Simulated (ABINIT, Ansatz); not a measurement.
# CsSrF3 (Pm-3m): G0W0 on several meshes in ABINIT

Aim: the GW shift of CsSrF3 (Pm-3m) against the k mesh.

Method: LDA and many-body steps on it, plane waves, in ABINIT 10.8.3.

Most raw output is cut from this account.

## (1) The structure

It takes space group Pm-3m (No. 221, cubic). The conventional cell has a = 4.763 Å, b = 4.763 Å, c = 4.763 Å, α = 90.00°, β = 90.00°, γ = 90.00°. Cs has 12 F at 3.37 Å nearest. Sr has 6 F at 2.38 Å nearest. Nearest to F lie 2 Sr at 2.38 Å and 4 Cs at 3.37 Å. Farther neighbours and most contacts between anions are not listed.

The cell and positions are those that the Materials Project relaxed with its own functionals (PBE, PBE+U or r2SCAN), kept fixed. Spin-orbit coupling is left out unless a step names it.

## (2) Empty states on the mesh, 2×2×2 mesh, 213 bands

This step: ABINIT 10.8.3; DFT, LDA, plane waves, norm-conserving pseudopotentials.

The sums over transitions need many empty states on a uniform mesh; this step solves for them.

run.abi

```
acell 3*1.0 Angstrom
rprim 
  4.763247010000 0.000000000000 0.000000000000
  0.000000000000 4.763247010000 0.000000000000
  0.000000000000 0.000000000000 4.763247010000
ntypat 3
znucl 55 38 9
natom 5
typat 1 2 3 3 3
xred 
  0.000000000000 0.000000000000 0.000000000000
  0.500000000000 0.500000000000 0.500000000000
  0.000000000000 0.500000000000 0.500000000000
  0.500000000000 0.000000000000 0.500000000000
  0.500000000000 0.500000000000 0.000000000000
pp_dirpath "pseudos"
pseudos "Cs.upf, Sr.upf, F.upf"
ecut 36
ngkpt 2 2 2
nshiftk 1
shiftk 0 0 0
kptopt 1
chksymbreak 0
iscf -2
irdden 1
istwfk *1
nband 213
nbdbuf 18
tolwfr 1e-09
nstep 60
prtvol 0
indata_prefix "in"
outdata_prefix "out"
tmpdata_prefix "tmp"
```

Started as:

```
OMP_NUM_THREADS=1 mpirun -n 4 abinit run.abi > log
```

It took 2.7 min on 4 MPI ranks of Intel Xeon Platinum 8259CL at 2.50GHz (Skylake/Cascade Lake), shared host; peak memory 0.51 GiB; 11 min of CPU time.

This step gave:

- gap: 6.076 eV
- k of the valence top: 0, 0, 0
- k of the conduction bottom: 0, 0, 0
- least direct gap: 6.076 eV
- k points computed: 4
- lowest point of the top converged band, above the valence top: 75.5916 eV

On this mesh the gap is 6.076 eV.

The density comes from a self-consistent run that is not shown.

## (3) Screening, 2×2×2 mesh, 91 bands, screening to 114.3 eV

The RPA dielectric matrix is built and inverted for each q.

This step: RPA screening on LDA, plane waves, norm-conserving pseudopotentials.

run.abi: that of step 2 with these lines changed.

```diff
@@ -23,10 +23,11 @@
 chksymbreak 0
-iscf -2
-irdden 1
 istwfk *1
-nband 213
-nbdbuf 18
-tolwfr 1e-09
-nstep 60
-prtvol 0
+occopt 1
+irdwfk 1
+optdriver 3
+nband 91
+ecuteps 4.2
+inclvkb 2
+awtr 1
+symchi 1
 indata_prefix "in"
```

Elapsed: 34 s, on 4 MPI ranks; peak memory 1.2 GiB.

This step gave:

```yaml
eps_infinity_with_local_fields_on_this_mesh_along_the_program_s_q_direction: 2.268
the_same_without_local_fields: 2.515
plasma_frequency: 22.59 eV
plane_waves_in_the_screening_matrix: 305
```

Local fields lower ε∞ by 10 %. On a Γ-centred mesh this coarse the value itself is usually too large, while a short band sum pulls it down.

## (4) 2×2×2

The self-energy is evaluated for the states that the input lists, and the levels follow from it, in one-shot runs by the linearised quasiparticle equation.

This step: G0W0 on LDA, plane waves, norm-conserving pseudopotentials.

run.abi: that of step 3 with these lines changed.

```diff
@@ -26,8 +26,15 @@
 irdwfk 1
-optdriver 3
+optdriver 4
 nband 91
+gwcalctyp 0
+ecutsigx 36
+symsigma 1
+nkptgw 1
+kptgw 
+  0.0000000000 0.0000000000 0.0000000000
+bdgw 
+  18 23
 ecuteps 4.2
-inclvkb 2
-awtr 1
-symchi 1
+irdscr 1
+ppmodel 1
 indata_prefix "in"
```

Wall time 15 s (4 MPI ranks); peak memory 0.84 GiB.

Numbers from this step:

- G0W0 gap on the points computed: 9.56 eV
- starting gap on the mesh: 6.076 eV
- k of the valence top: 0, 0, 0
- k of the conduction bottom: 0, 0, 0
- Z at the valence top: 0.796
- Z at the conduction bottom: 0.887
- least direct G0W0 gap on the computed points: 9.56 eV

The gap on the mesh goes from 6.08 eV to 9.56 eV, a correction of +3.48 eV.

## (5) Empty states on the mesh, 4×4×4 mesh, 99 bands

This step: DFT, LDA, plane waves, norm-conserving pseudopotentials.

run.abi: that of step 4 with these lines changed.

```diff
@@ -18,3 +18,3 @@
 ecut 36
-ngkpt 2 2 2
+ngkpt 4 4 4
 nshiftk 1
@@ -23,18 +23,10 @@
 chksymbreak 0
+iscf -2
+irdden 1
 istwfk *1
-occopt 1
-irdwfk 1
-optdriver 4
-nband 91
-gwcalctyp 0
-ecutsigx 36
-symsigma 1
-nkptgw 1
-kptgw 
-  0.0000000000 0.0000000000 0.0000000000
-bdgw 
-  18 23
-ecuteps 4.2
-irdscr 1
-ppmodel 1
+nband 99
+nbdbuf 8
+tolwfr 1e-09
+nstep 60
+prtvol 0
 indata_prefix "in"
```

Run time: 2.2 min. Hardware: 4 MPI ranks; peak memory 0.46 GiB.

This step gave:

| Property | Result |
| --- | --- |
| gap | 6.076 eV |
| k of the valence top | 0, 0, 0 |
| k of the conduction bottom | 0, 0, 0 |
| least direct gap | 6.076 eV |
| k points computed | 10 |
| lowest point of the top converged band, above the valence top | 39.48 eV |

On this mesh the gap is 6.076 eV.

## (6) Screening, 4×4×4 mesh, 91 bands, screening to 114.3 eV

This step: RPA screening on LDA, plane waves, norm-conserving pseudopotentials.

run.abi: that of step 5 with these lines changed.

```diff
@@ -23,10 +23,11 @@
 chksymbreak 0
-iscf -2
-irdden 1
 istwfk *1
-nband 99
-nbdbuf 8
-tolwfr 1e-09
-nstep 60
-prtvol 0
+occopt 1
+irdwfk 1
+optdriver 3
+nband 91
+ecuteps 4.2
+inclvkb 2
+awtr 1
+symchi 1
 indata_prefix "in"
```

It took 3.9 min on 4 MPI ranks; peak memory 1.9 GiB; 16 min of CPU time.

This step gave:

| Property | Result |
| --- | --- |
| ε∞ with local fields, on this mesh, along the program's q direction | 2.190 |
| the same without local fields | 2.435 |
| plasma frequency | 22.59 eV |
| plane waves in the screening matrix | 305 |

## (7) 4×4×4

This step: G0W0 on LDA, plane waves, norm-conserving pseudopotentials.

run.abi: that of step 6 with these lines changed.

```diff
@@ -26,8 +26,15 @@
 irdwfk 1
-optdriver 3
+optdriver 4
 nband 91
+gwcalctyp 0
+ecutsigx 36
+symsigma 1
+nkptgw 1
+kptgw 
+  0.0000000000 0.0000000000 0.0000000000
+bdgw 
+  18 23
 ecuteps 4.2
-inclvkb 2
-awtr 1
-symchi 1
+irdscr 1
+ppmodel 1
 indata_prefix "in"
```

The job ended after 23 s (4 MPI ranks; peak memory 1.5 GiB).

Numbers from this step:

| Property | Result |
| --- | --- |
| G0W0 gap on the points computed | 9.627 eV |
| starting gap on the mesh | 6.076 eV |
| k of the valence top | 0, 0, 0 |
| k of the conduction bottom | 0, 0, 0 |
| Z at the valence top | 0.793 |
| Z at the conduction bottom | 0.887 |
| least direct G0W0 gap on the computed points | 9.627 eV |

Against G0W0 in ABINIT (2×2×2 mesh, 91 bands, screening to 114.3 eV, Godby-Needs plasmon pole), the gap moves by +0.067 eV.

## (8) Side by side

Times are wall times on 4 MPI ranks of Intel Xeon Platinum 8259CL at 2.50GHz (Skylake/Cascade Lake), shared host. The host was busy with other work, so they are no guide to cost. A run's time includes the screening step that it read.

| run | mesh | bands | screening cutoff (eV) | DFT gap (eV) | gap on the mesh (eV) | direct (eV) | ε∞ used | time |
| --- | --- | --- | --- | --- | --- | --- | --- | --- |
| 2×2×2 | 2×2×2 | 91 | 114.3 | 6.076 | 9.560 | 9.560 | 2.27 | 49 s |
| 4×4×4 | 4×4×4 | 91 | 114.3 | 6.076 | 9.627 | 9.627 | 2.19 | 4.3 min |

## (9) Outcome

```
2×2×2        : 9.560 eV
4×4×4        : 9.627 eV
known limits : not at the basis limit; no spin-orbit coupling; coarse k mesh
```

In words: 4×4×4: +0.067 eV against 2×2×2. Bands and cutoff are finite, so the gap is not at the basis limit. The miss can reach some tenths of an eV and take either sign; the mesh is an error of its own. In the G0W0 runs levels were corrected at 1 k point alone, so a gap called «on the mesh» is the least over those, and an edge elsewhere would be missed. The 2×2×2 mesh is coarse for this cell, which bears on the long-range parts of exchange and screening. This is the ideal cubic cell; many perovskites, halides above all, are cubic only on average, and local tilts or off-centring can widen the gap. The many-body steps are scalar-relativistic: spin-orbit coupling is not in them.

[Paths, hosts, dates, memory and timing lines, banners, echoed tables and standing remarks are left out of the program output.]

[Logs are printed without paths, hosts, clocks, repeated set-up lines and the standing remarks that a program may print on its own settings, such as how far it seeks lower states.]

[Runs of the session that timed out or met a known fault of the program may be left out.]

[Hosts, paths, dates, database ids (printed as entryN), source tags and the programs' standing remarks are cut or masked in the printed files.]

[G0W0 gaps are taken among the corrected bands and points alone; a level outside them can change the order at an edge.]

[Where Ansatz stands beside ABINIT at settings called matched, ABINIT's density can come from a denser mesh and the files from another edition; pairs whose starting gaps differed by over 0.03 eV were left out, so agreement reads better than it is.]
